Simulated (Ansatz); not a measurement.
# Decaying states in the gap of Ca2BBrN2, part 3 of 3

A new crystal, Ca2BBrN2: structure, gap and complex bands. It is built by putting Ca for Sr in the Sr2BBrN2 structure of space group R-3m, with the volume rescaled by atomic radii. The parent structure comes from the Materials Project.

Ansatz 0.2.0; LDA DFT, plane waves, PAW files (the session's first sound run).

So far, gap on path (eV): step 3 (band edges) 3.08.

The structure was built from a prototype and need not be the compound's stable phase.

## (6) Complex bands, plane (101)

Level of this step: LDA DFT, plane waves, PAW files; complex bands by layer matching along the plane's normal (Ansatz).

The same for the (101) plane, at (0, 0) and (0, -0.0312), to see how the decay depends on direction.

input.yaml

```yaml
crystal:
  lattice:
    - [3.769023087, 0.0, 0.0]
    - [1.884511544, 8.522860037, 0.0]
    - [1.884511544, -0.416689203, 3.237363338]
  atoms:
    - { symbol: Ca, position: [0.4999259454, 0.7501110819, 0.2500370273] }
    - { symbol: Ca, position: [0.5000740546, 0.2498889181, 0.7499629727] }
    - { symbol: B, position: [0.0, 0.5, 0.5] }
    - { symbol: Br, position: [0.0, 0.0, 0.0] }
    - { symbol: "N", position: [0.1053686454, 0.3419470319, 0.4473156773] }
    - { symbol: "N", position: [0.8946313546, 0.6580529681, 0.5526843227] }
kpoints:
  mp_grid: { grid: [8, 8, 8] }
scf:
  occupations: { method: fixed }
hamiltonian:
  xc: lda
output:
  eigenvalues: true
  transmission:
    leads: [[0, 0]]
    kpoints: [[0.0, 0.0], [0.0, -0.0312]]
    e_range: [-1.0, 4.08]
    de: 0.13
```

Started as:

```sh
> ansatz run input.yaml --threads 2 --pin off --max-ram 4096MiB --backend cpu --events-out ev --progress --plain --runs-dir out
```

Numbers of over 12 decimals in the logs are rounded to 6 here.

The program printed:

```text
[...]
Crystal: 6 atoms, lattice volume = 103.993 Å³
Basis set: ecut = 420 eV, 2033 PW (Γ)
Bands: 26, of which v1, the nominal top of the filled ones, is band 20 counted from 1 (19 counted from 0)
Symmetry: 12 space group operations
[...]
k-points: 65 of 512
[...]
SCF iter   1: F=—  HF=-7145.671971 eV  |F-HF|=—  |Δ(HF+E_count)|=         —  Δρ=8.79e-3  dr2=8.76e-2  ethr=1.77e-3  ⟨swp⟩=5.1  Hψ=6941  notcnv=0  defer=241
[...]
SCF iter   7: F=-7145.649076 eV  HF=-7145.649076 eV  |F-HF|=8.01e-9  |Δ(HF+E_count)|=   1.06e-7  Δρ=2.82e-6  dr2=1.49e-8  ethr=2.50e-10  ⟨swp⟩=11.3  Hψ=8989  notcnv=0
SCF 1 converged in 7 iterations: F = -7145.649076 eV  dr2 = 1.49e-8
[...]
transmission: 8 of 16 steps passed
transmission: 16 of 16 steps passed
SCF converged after 7 iterations
Free energy (F): -7145.649076 eV
[...]
Internal energy: -7145.649076 eV  (E = F + TS)
E sigma→0 (E₀):  -7145.649076 eV
Fermi energy:    5.450104 eV
[...]
--- Band table (eV; the first three rows and the last of 65) ---
  k-point 0: bands = [... 16 lower, 4.0443, 4.0443, 5.0363, 5.0363, 8.5313, 9.9908, 11.0680, 11.0680, ... 2 higher]
  k-point 1: bands = [... 16 lower, 3.5102, 3.9263, 5.0604, 5.0989, 9.0324, 10.2707, 10.6350, 11.1357, ... 2 higher]
  k-point 2: bands = [... 16 lower, 3.2698, 3.6735, 5.0182, 5.2467, 9.5606, 10.0378, 10.3913, 11.1638, ... 2 higher]
  k-point 64: bands = [... 16 lower, 2.9477, 3.2125, 4.9353, 5.2341, 10.0299, 10.3510, 10.7847, 10.8466, ... 2 higher]
--- Transmission ---
  basis      : 291 plane waves across, 8 finite elements along
  points     : 2, as listed
[...]
crystal 0  : Br1Ca2N2B1, at the sites [0, 0], period 3.2374 Å: whole cells are its period
[...]
channels       : 0.000000e0 a spin
[...]
slowest decay  : 0.2867 /Å at (0.0000, 0.0000)
```

Elapsed: 64 s, on 2 threads of Arm Neoverse V2, shared host; peak memory 0.81 GiB.

This step gave:

```
decay constant at the filling level, zone centre          : 0.2867 Å⁻¹
decay constant at the filling level, slowest listed point : 0.2867 Å⁻¹
```

K parallel (0, 0); values up to 1.5 1/Å, a degenerate pair printed once or twice; energies at which all values exceed this have no row. The Im kz of the slowest decaying states by energy, zero at the highest filled level on the SCF mesh:

```tsv
energy (eV)	decay 1 (Å⁻¹)	decay 2 (Å⁻¹)	decay 3 (Å⁻¹)	decay 4 (Å⁻¹)
-1.00	0.173	0.379	0.400	0.473
-0.61	0.213	0.301	0.378	0.382
-0.22	0.287	0.340	0.489	0.498
0.04	0.195	0.291	0.453	0.494
0.43	0.301	0.489	0.534	0.535
0.82	0.304	0.482	0.543	0.587
1.21	0.299	0.471	0.545	0.635
1.60	0.287	0.455	0.543	0.622
1.86	0.273	0.442	0.540	0.587
2.25	0.241	0.419	0.532	0.540
2.64	0.188	0.391	0.493	0.520
3.03	0.0688	0.358	0.440	0.505
3.29	0.332	0.398	0.493	0.577
3.68	0.285	0.314	0.441	0.493
4.07	0.221	0.305	0.459	0.508
```

K parallel (0, -0.0312); values up to 1.5 1/Å, a degenerate pair printed once or twice; energies at which all values exceed this have no row. Table of Im kz of the slowest decaying states by energy, zero at the highest filled level on the SCF mesh:

```tsv
energy (eV)	decay 1 (Å⁻¹)	decay 2 (Å⁻¹)	decay 3 (Å⁻¹)	decay 4 (Å⁻¹)
-1.00	0.174	0.382	0.400	0.467
-0.74	0.208	0.381	0.399	0.400
-0.61	0.215	0.260	0.334	0.382
-0.35	0.181	0.211	0.295	0.468
-0.22	0.284	0.331	0.354	0.489
0.04	0.195	0.290	0.449	0.460
0.17	0.294	0.382	0.484	0.491
0.43	0.300	0.490	0.534	0.535
0.56	0.302	0.488	0.538	0.554
0.82	0.304	0.482	0.543	0.584
1.08	0.302	0.475	0.545	0.612
1.21	0.300	0.471	0.545	0.627
1.47	0.292	0.461	0.545	0.613
1.60	0.287	0.455	0.544	0.598
1.86	0.273	0.443	0.54	0.569
1.99	0.265	0.435	0.538	0.555
2.25	0.242	0.419	0.528	0.532
2.51	0.210	0.401	0.499	0.521
2.64	0.189	0.392	0.483	0.504
2.90	0.128	0.370	0.450	0.469
3.03	0.0717	0.358	0.431	0.449
3.29	0.332	0.389	0.407	0.493
3.42	0.318	0.365	0.383	0.486
3.68	0.285	0.303	0.325	0.448
3.81	0.257	0.266	0.288	0.366
4.07	0.221	0.283	0.324	0.458
```

At the listed wavevectors the last open channel is at -0.09 eV and the next at +3.16 eV on the grid. At +1.60 eV, the grid energy nearest the filling level (the middle of the gap on the SCF mesh), the slowest state at the listed wavevectors decays with κ = 0.287 Å⁻¹, its amplitude falling by e over 3.5 Å; the first such run, plane (001), gave 0.347 Å⁻¹.

## (7) Band edges at another level

This step: PBE DFT, plane waves, PAW files (Ansatz 0.2.0).

The edges again with PBE, at the same atoms.

input.yaml

```yaml
crystal:
  lattice:
    - [1.8845115436, 1.088023247, 8.4531265587]
    - [-1.8845115436, 1.088023247, 8.4531265587]
    - [0.0, -2.176046494, 8.4531265587]
  atoms:
    - { symbol: Ca, position: [0.2500370273, 0.2500370273, 0.2500370273] }
    - { symbol: Ca, position: [0.7499629727, 0.7499629727, 0.7499629727] }
    - { symbol: B, position: [0.5, 0.5, 0.5] }
    - { symbol: Br, position: [0.0, 0.0, 0.0] }
    - { symbol: "N", position: [0.4473156773, 0.4473156773, 0.4473156773] }
    - { symbol: "N", position: [0.5526843227, 0.5526843227, 0.5526843227] }
kpoints:
  mp_grid: { grid: [8, 8, 8] }
  band_path: { path: [VBM, CBM], npoints: 30 }
scf:
  occupations: { method: fixed }
hamiltonian:
  xc: pbe
output:
  eigenvalues: true
```

The program printed:

```text
[...]
Crystal: 6 atoms, lattice volume = 103.993 Å³
Basis set: ecut = 420 eV, 2033 PW (Γ), FFT grids on a1−a3, a2−a3, a3
Bands: 26, of which v1, the nominal top of the filled ones, is band 20 counted from 1 (19 counted from 0)
Symmetry: 12 space group operations
[...]
k-points: 65 of 512
[...]
SCF iter   1: F=—  HF=-7349.268169 eV  |F-HF|=—  |Δ(HF+E_count)|=         —  Δρ=1.81e-3  dr2=3.85e-3  ethr=1.77e-3  ⟨swp⟩=5.1  Hψ=6954  notcnv=0  defer=249
[...]
SCF iter   6: F=-7349.269676 eV  HF=-7349.269676 eV  |F-HF|=4.15e-8  |Δ(HF+E_count)|=   9.71e-7  Δρ=6.40e-6  dr2=4.06e-8  ethr=2.50e-10  ⟨swp⟩=12.6  Hψ=9857  notcnv=0
SCF 1 converged in 6 iterations: F = -7349.269676 eV  dr2 = 4.06e-8
[...]
SCF converged after 6 iterations
Free energy (F): -7349.269676 eV
[...]
Internal energy: -7349.269676 eV  (E = F + TS)
E sigma→0 (E₀):  -7349.269676 eV
Fermi energy:    5.813657 eV
[...]
--- Band table (eV; the first three rows and the last of 65) ---
  k-point 0: bands = [... 16 lower, 4.3154, 4.3154, 5.4127, 5.4127, 9.1164, 10.4975, 11.5367, 11.5367, ... 2 higher]
  k-point 1: bands = [... 16 lower, 3.8190, 4.2054, 5.4332, 5.4733, 9.6010, 10.7489, 11.1427, 11.6009, ... 2 higher]
  k-point 2: bands = [... 16 lower, 3.5888, 3.9788, 5.3906, 5.6165, 10.0720, 10.5744, 10.8902, 11.6637, ... 2 higher]
  k-point 64: bands = [... 16 lower, 3.9797, 3.9797, 5.5970, 5.5970, 9.7249, 10.2065, 11.3001, 11.3001, ... 2 higher]
```

Elapsed: 11 s, on 2 threads; peak memory 0.41 GiB; 22 s of CPU time.

This step gave:

```
free energy        : -7349.2697 eV
Fermi energy       : 5.814 eV
gap on the k-mesh  : 3.303 eV
gap on path        : 3.303 eV, by band count; negative where bands overlap
direct gap on path : 3.704 eV
```

Electronic bands along the path, in eV, zero at the Fermi level (highest filled level under fixed occupations); v1 is the highest filled band, c1 the lowest empty one:

```tsv
point	v4	v3	v2	v1	c1	c2	c3	c4
VBM	-2.33	-2.02	-0.55	0.00	4.05	4.88	5.28	5.69
halfway	-2.22	-1.84	-0.42	-0.20	4.26	4.76	5.08	5.82
CBM	-1.50	-1.50	-0.40	-0.40	3.30	4.68	5.72	5.72
```

The searched edges give 3.30 eV, as on the mesh.

Between step 3 and this run (PBE) the value for the gap on path moves from 3.08 eV to 3.30 eV.

## (8) Complex bands at another level

This step: PBE DFT, plane waves, PAW files; complex bands by layer matching along the plane's normal (Ansatz 0.2.0).

The complex bands at that level, over its own gap, at (0, 0) and (-0.5, -0.5).

input.yaml

```yaml
crystal:
  lattice:
    - [3.769023087, 0.0, 0.0]
    - [1.884511544, 3.264069741, 0.0]
    - [1.884511544, 1.088023247, 8.453126559]
  atoms:
    - { symbol: Ca, position: [0.7499629727, 0.7499629727, 0.7501110819] }
    - { symbol: Ca, position: [0.2500370273, 0.2500370273, 0.2498889181] }
    - { symbol: B, position: [0.5, 0.5, 0.5] }
    - { symbol: Br, position: [0.0, 0.0, 0.0] }
    - { symbol: "N", position: [0.5526843227, 0.5526843227, 0.3419470319] }
    - { symbol: "N", position: [0.4473156773, 0.4473156773, 0.6580529681] }
kpoints:
  mp_grid: { grid: [8, 8, 8] }
scf:
  occupations: { method: fixed }
hamiltonian:
  xc: pbe
output:
  eigenvalues: true
  transmission:
    leads: [[0, 0]]
    kpoints: [[0.0, 0.0], [-0.5, -0.5]]
    e_range: [-1.0, 4.3]
    de: 0.09
```

The program printed:

```text
[...]
Crystal: 6 atoms, lattice volume = 103.993 Å³
Basis set: ecut = 420 eV, 2033 PW (Γ)
Bands: 26, of which v1, the nominal top of the filled ones, is band 20 counted from 1 (19 counted from 0)
Symmetry: 12 space group operations
[...]
k-points: 65 of 512
[...]
SCF iter   1: F=—  HF=-7349.268172 eV  |F-HF|=—  |Δ(HF+E_count)|=         —  Δρ=1.81e-3  dr2=3.84e-3  ethr=1.77e-3  ⟨swp⟩=5.1  Hψ=6940  notcnv=0  defer=248
[...]
SCF iter   6: F=-7349.269676 eV  HF=-7349.269676 eV  |F-HF|=4.01e-8  |Δ(HF+E_count)|=   9.52e-7  Δρ=6.24e-6  dr2=3.89e-8  ethr=2.50e-10  ⟨swp⟩=12.7  Hψ=9765  notcnv=0
SCF 1 converged in 6 iterations: F = -7349.269676 eV  dr2 = 3.89e-8
[...]
transmission: 13 of 26 steps passed
transmission: 26 of 26 steps passed
SCF converged after 6 iterations
Free energy (F): -7349.269676 eV
[...]
Internal energy: -7349.269676 eV  (E = F + TS)
E sigma→0 (E₀):  -7349.269676 eV
Fermi energy:    5.813654 eV
[...]
--- Band table (eV; the first three rows and the last of 65) ---
  k-point 0: bands = [... 16 lower, 4.3154, 4.3154, 5.4127, 5.4127, 9.1164, 10.4975, 11.5367, 11.5367, ... 2 higher]
  k-point 1: bands = [... 16 lower, 4.2740, 4.2740, 5.4429, 5.4429, 9.1827, 10.4746, 11.4926, 11.4926, ... 2 higher]
  k-point 2: bands = [... 16 lower, 4.1712, 4.1712, 5.5107, 5.5107, 9.3614, 10.4048, 11.4069, 11.4069, ... 2 higher]
  k-point 64: bands = [... 16 lower, 3.3367, 3.5529, 5.3225, 5.6085, 10.5352, 10.8443, 11.2607, 11.3354, ... 2 higher]
--- Transmission ---
  basis      : 109 plane waves across, 13 finite elements along
  points     : 2, as listed
[...]
channels       : 0.000000e0 a spin
[...]
slowest decay  : 0.3630 /Å at (0.0000, 0.0000)
```

Wall time 16 s (2 threads); peak memory 0.41 GiB.

This step gave:

```
level to which the leads are filled                       : 1.651 eV from the Fermi level
decay constant at the filling level, zone centre          : 0.363 Å⁻¹
decay constant at the filling level, slowest listed point : 0.363 Å⁻¹
```

K parallel (0, 0); values up to 1.5 1/Å, a degenerate pair printed once or twice; energies at which all values exceed this have no row. Im kz of the slowest decaying states against energy, zero at the highest filled level on the SCF mesh:

```tsv
energy (eV)	decay 1 (Å⁻¹)	decay 2 (Å⁻¹)	decay 3 (Å⁻¹)	decay 4 (Å⁻¹)
-1.00	0.226	0.314	1.25	1.31
-0.73	0.215	0.341	1.23	1.29
-0.46	0.116	0.361	1.21	1.26
-0.19	0.0943	0.375	1.19	1.24
-0.01	0.237	0.382	1.17	1.22
0.08	0.275	0.385	1.17	1.22
0.26	0.328	0.389	1.15	1.20
0.53	0.382	0.391	1.13	1.17
0.80	0.390	0.419	1.10	1.12
1.07	0.385	0.446	1.06	1.11
1.34	0.376	0.465	1.03	1.09
1.61	0.363	0.478	0.996	1.06
1.88	0.345	0.487	0.962	1.03
2.15	0.323	0.492	0.927	1.00
2.42	0.293	0.493	0.891	0.968
2.69	0.253	0.491	0.853	0.933
2.96	0.197	0.485	0.812	0.897
3.14	0.140	0.480	0.783	0.872
3.41	0.469	0.737	0.832	0.972
3.68	0.455	0.686	0.790	0.953
3.95	0.0429	0.436	0.627	0.744
4.22	0.0814	0.413	0.558	0.695
```

K parallel (-0.5, -0.5); values up to 1.5 1/Å, a degenerate pair printed once or twice; energies at which all values exceed this have no row. Im kz of the slowest decaying states against energy, zero at the highest filled level on the SCF mesh:

```tsv
energy (eV)	decay 1 (Å⁻¹)	decay 2 (Å⁻¹)	decay 3 (Å⁻¹)	decay 4 (Å⁻¹)
-1.00	0.197	0.490	0.647	1.01
-0.73	0.516	0.650	0.995	-
-0.46	0.148	0.536	0.625	0.976
-0.19	0.259	0.543	0.552	0.957
-0.01	0.140	0.299	0.561	0.944
0.08	0.315	0.467	0.564	0.937
0.26	0.340	0.571	0.613	0.923
0.53	0.367	0.578	0.708	0.902
0.80	0.386	0.583	0.765	0.880
1.07	0.398	0.585	0.804	0.856
1.34	0.405	0.585	0.832	0.834
1.61	0.408	0.584	0.807	0.855
1.88	0.406	0.580	0.780	0.872
2.15	0.400	0.575	0.752	0.883
2.42	0.389	0.567	0.722	0.891
2.69	0.374	0.558	0.691	0.895
2.96	0.352	0.546	0.657	0.896
3.14	0.333	0.537	0.632	0.895
3.41	0.295	0.521	0.593	0.890
3.68	0.239	0.501	0.551	0.883
3.95	0.133	0.474	0.505	0.872
4.22	0.425	0.468	0.857	1.04
```

At the listed wavevectors the last open channel is at -0.28 eV and the next at +3.32 eV on the grid. At +1.61 eV, the grid energy nearest the filling level (the middle of the gap on the SCF mesh), the slowest state at the listed wavevectors decays with κ = 0.363 Å⁻¹, its amplitude falling by e over 2.8 Å; the first such run, plane (001), gave 0.347 Å⁻¹ over as many of its listed wavevectors.

## (9) What came out

```yaml
band_gap: 3.08 eV
least_decay_constant_at_mid_gap_normal_to_001: 0.347 Å⁻¹
least_decay_constant_at_mid_gap_normal_to_101: 0.287 Å⁻¹
least_decay_constant_on_a_mesh_normal_to_001: 0.349 Å⁻¹
least_decay_constant_pbe: 0.363 Å⁻¹
```

**Reading.** With LDA, the slowest decay at the wavevectors tried is κ = 0.287 Å⁻¹, normal to (101). Through such a film the transmission near mid-gap falls as exp(−2κd), a factor of ten every 4.0 Å. The decay depends on direction: 1.2 times faster normal to (001). A free electron under a barrier of half the gap would need a mass of 0.20 mₑ to decay at this rate. With PBE the gap goes from 3.08 to 3.30 eV and the decay constant, over the first 2 listed wavevectors, from 0.347 to 0.363 Å⁻¹. The compound is made up by substitution; its stability against other phases and against distortions of the cell's symmetry was not tested. A semilocal functional narrows gaps, so real decay constants are likely larger.

[Logs are printed without paths, hosts, clocks, repeated set-up lines and the standing remarks that a program may print on its own settings, such as how far it seeks lower states.]

[Hosts, paths, dates, database ids (printed as entryN), source tags and the programs' standing remarks are cut or masked in the printed files.]
